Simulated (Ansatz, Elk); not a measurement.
# How far do independent atoms describe FeB2PbC2?, part 2 of 2

The structure of FeB2PbC2 used here is made up (a known structure type with other elements) and was relaxed beforehand with PBE. The aim is the Fourier transform of its all-electron density, F(hkl), set beside the sum over free spherical atoms that refinements use.

Elk 11.2.3 (patched build); all-electron DFT.

So far: The starting structure; Ground state and structure factors; The magnetisation density.

The structure was built from a prototype and need not be the compound's stable phase.

### Step 4. The highest occupied states alone

Level of this step: DFT, PBE, all-electron APW+lo, Dirac cores, scalar-relativistic bands, static density, ferromagnetic start (Elk).

An energy window below the Fermi level keeps the highest occupied states, to see at which angles they scatter; shallow core shells can lie inside it and anion s states outside. No new self-consistency is needed.

Contents of elk.in:

```
tasks
  195

xctype
  20

spinpol
  .true.

rgkmax
  7.0

gmaxvr
  14.0

lmaxo
  7

lmaxapw
  8

swidth
  0.002

tshift
  .false.

ramdisk
  .false.

hmaxvr
  5.5

maxscl
  120

epspot
  1e-06

reducebf
  0.8

wsfac
  -0.227520 0.623720

sppath
  './'

avec
  5.43244841442 0.00000000000 -0.00000000000
  -2.71622420721 4.70463833164 0.00000000000
  -0.00000000000 0.00000000000 17.47398389729

atoms
  4
  'Pb.in'
  1
  0.6666666667 0.3333333333 0.5000000000   0.000000 0.000000 0.000000
  'Fe.in'
  1
  -0.0000000000 0.0000000000 -0.0000000000   0.000000 0.000000 -0.120000
  'C.in'
  2
  -0.0000000000 0.0000000000 0.2131539832   0.000000 0.000000 0.000000
  -0.0000000000 0.0000000000 0.7868460168   0.000000 0.000000 0.000000
  'B.in'
  2
  0.6666666667 0.3333333333 0.2029290069   0.000000 0.000000 0.000000
  0.6666666667 0.3333333333 0.7970709931   0.000000 0.000000 0.000000

ngridk
  8 8 2
```

Started as:

```
$ OMP_NUM_THREADS=4 elk
```

Numbers of over 12 decimals in the logs are rounded to 6 here.

Output:

```text
┌─────────────────────────────────┐
│ Elk code version 11.2.3 started │
└─────────────────────────────────┘

Info(readinput): the functional depends on the density's gradient
 muffin-tin radial points multiplied by    2.00000
 (not where nrmtscf is given)

┌────────────────────┐
│ Current task : 195 │
└────────────────────┘
Info(checkmt): changed muffin-tin radius of species 1 (Pb) from   2.8000 to   2.6912
Info(checkmt): changed muffin-tin radius of species 2 (Fe) from   2.4000 to   2.0998
Info(checkmt): changed muffin-tin radius of species 3 (C) from   1.8000 to   1.4426
Info(checkmt): changed muffin-tin radius of species 4 (B) from   1.8000 to   1.6489

Warning(linengy): could not find 1 linearisation energies in s.c. loop 1

Info(sfacrho): density structure factors written to SFACRHO.OUT

 Energy window :  -0.2275200000      0.6237200000

┌──────────────────┐
│ Elk code stopped │
└──────────────────┘
```

Elapsed: 9.4 s, on 4 threads of Arm Neoverse V2, shared host; peak memory 0.29 GiB; 16 s of CPU time.

States within 15 eV below the Fermi level hold 26.00 electrons; any levels below the window count with the cores. Their amplitudes can exceed the total, where window and core parts have opposite phase:

```csv
hkl,sin θ/λ (Å⁻¹),"abs F, window","abs F, all"
001,0.054,7.533,49.773
002,0.108,1.257,84.365
003,0.162,1.211,61.946
100,0.201,6.852,65.784
101,0.208,4.470,80.058
004,0.216,6.557,94.172
102,0.228,1.573,57.551
103,0.258,1.899,76.414
005,0.270,5.525,36.574
104,0.295,3.282,56.401
```

### Step 5. Another functional

The difference from free atoms is small, so it is set against the change that LDA (Perdew-Wang) makes.

elk.in, as its differences from that of step 4:

```diff
@@ -1,6 +1,8 @@
 tasks
+  0
   195
+  196
 
 xctype
-  20
+  3
 
@@ -42,5 +44,2 @@
 
-wsfac
-  -0.227520 0.623720
-
 sppath
```

Started as:

```
$ OMP_NUM_THREADS=4 elk
```

Output:

```text
┌─────────────────────────┐
│ Elk code version 11.2.3 │
└─────────────────────────┘

All units are atomic (Hartree, Bohr, etc.)

┌─────────────────────────────────────────────────┐
│ Ground-state run starting from atomic densities │
└─────────────────────────────────────────────────┘

Lattice vectors :
   5.432448414       0.000000000      -0.000000000
  -2.716224207       4.704638332       0.000000000
  -0.000000000       0.000000000       17.47398390

Reciprocal lattice vectors :
   1.156602848      0.6677649656       0.000000000
[...]
species : 3 (C)
[...]
species : 4 (B)
   atom 1                    :   0.1704980595E-01
   atom 2                    :   0.1704980595E-01
 total in muffin-tins        :    2.737908849
 total moment                :    2.871699584

┌──────────────────────────────┐
│ Self-consistent loop stopped │
└──────────────────────────────┘

Warning : the lowest level lies among the core levels :   -2.910698480      -2.487327259

Warning : core states of species 1 leak from the muffin-tin :   0.2069707906E-02

Warning : core states of species 4 leak from the muffin-tin :   0.2077043456E-03

Wrote STATE.OUT
[key lines of the parts left out:]
total energy                :     -22312.763663002
```

Run time: 2.6 min. Hardware: 4 threads; peak memory 0.29 GiB; 9.4 min of CPU time.

Against the first run R = 0.03 %; the largest change is -0.044 at 227. The moment goes from 2.91 to 2.87 μB.

### Step 6. A coarser k-mesh

About half the k-points along each axis test the sampling.

elk.in, as its differences from that of step 5:

```diff
@@ -6,3 +6,3 @@
 xctype
-  3
+  20
 
@@ -70,2 +70,2 @@
 ngridk
-  8 8 2
+  4 4 1
```

Started as:

```
$ OMP_NUM_THREADS=4 elk
```

Output:

```text
┌─────────────────────────┐
│ Elk code version 11.2.3 │
└─────────────────────────┘

All units are atomic (Hartree, Bohr, etc.)

┌─────────────────────────────────────────────────┐
│ Ground-state run starting from atomic densities │
└─────────────────────────────────────────────────┘

Lattice vectors :
   5.432448414       0.000000000      -0.000000000
  -2.716224207       4.704638332       0.000000000
  -0.000000000       0.000000000       17.47398390

Reciprocal lattice vectors :
   1.156602848      0.6677649656       0.000000000
[...]
species : 3 (C)
[...]
species : 4 (B)
   atom 1                    :   0.2889526659E-01
   atom 2                    :   0.2889526659E-01
 total in muffin-tins        :    2.830826269
 total moment                :    2.986196422

┌──────────────────────────────┐
│ Self-consistent loop stopped │
└──────────────────────────────┘

Warning : the lowest level lies among the core levels :   -2.929486158      -2.478855968

Warning : core states of species 1 leak from the muffin-tin :   0.2055627674E-02

Warning : core states of species 4 leak from the muffin-tin :   0.1947009502E-03

Wrote STATE.OUT
[key lines of the parts left out:]
total energy                :     -22327.274466300
```

It took 95 s on 4 threads; peak memory 0.47 GiB; 3.8 min of CPU time.

Against the first run R = 0.01 %; the largest change is -0.072 at 005. The moment goes from 2.91 to 2.99 μB.

### Step 7. Settings against the effect

```csv
run,R against the first run (%),"R against neutral atoms, low angle (%)",wall time
"PBE, rgkmax 7",0.00,0.27,5.6 min
LDA (Perdew-Wang),0.03,0.26,2.6 min
k-mesh 4×4×1,0.01,0.27,95 s
```

### Step 8. Results

```
R against neutral atoms, sin θ/λ < 0.3 Å⁻¹ : 0.27 %
R against neutral atoms, 0.3 to 0.82 Å⁻¹   : 0.10 %
```

Independent neutral atoms miss the calculated amplitudes by R = 0.27 % below 0.3 Å⁻¹ and 0.10 % from there to 0.82 Å⁻¹; by shells, 0.58 % below 0.15 Å⁻¹ (2 forms), 0.25 % 0.15 to 0.3 (8 forms), 0.17 % 0.3 to 0.45 (16 forms), 0.09 % above 0.45 (76 forms). Bonding, aspherical density and the tables' own atoms all enter these figures, and the runs don't part them. The largest change of an amplitude is -0.55 electrons, at 002. R counts amplitudes alone; phases shift too. The magnetic order is that of the start. No other order was tried here, and an antiferromagnetic one would change or move the magnetic intensity. The window's part falls from 26.0 electrons at the origin to at most 1.22 between 0.45 and 0.82 Å⁻¹, where compact states inside the window still scatter. Below 0.3 Å⁻¹ the changes that finished (LDA (Perdew-Wang) and k-mesh 4×4×1) move F by R = 0.01 % at most, against the 0.27 % that separates it from free atoms. The magnetic factors move by R = 3.4 % (LDA (Perdew-Wang)) and 2.2 % (k-mesh 4×4×1), so they aren't settled to better than that. The basis has no finished test. Spin-orbit coupling is left out, which can matter for elements this heavy. Part of the difference isn't bonding: the tables are fits to free atoms and ions calculated by other methods than this functional. Thermal motion, anomalous dispersion and extinction are left out.

[Logs are printed without paths, hosts, clocks, repeated set-up lines and the standing remarks that a program may print on its own settings, such as how far it seeks lower states.]

[Hosts, paths, dates, database ids (printed as entryN), source tags and the programs' standing remarks are cut or masked in the printed files.]
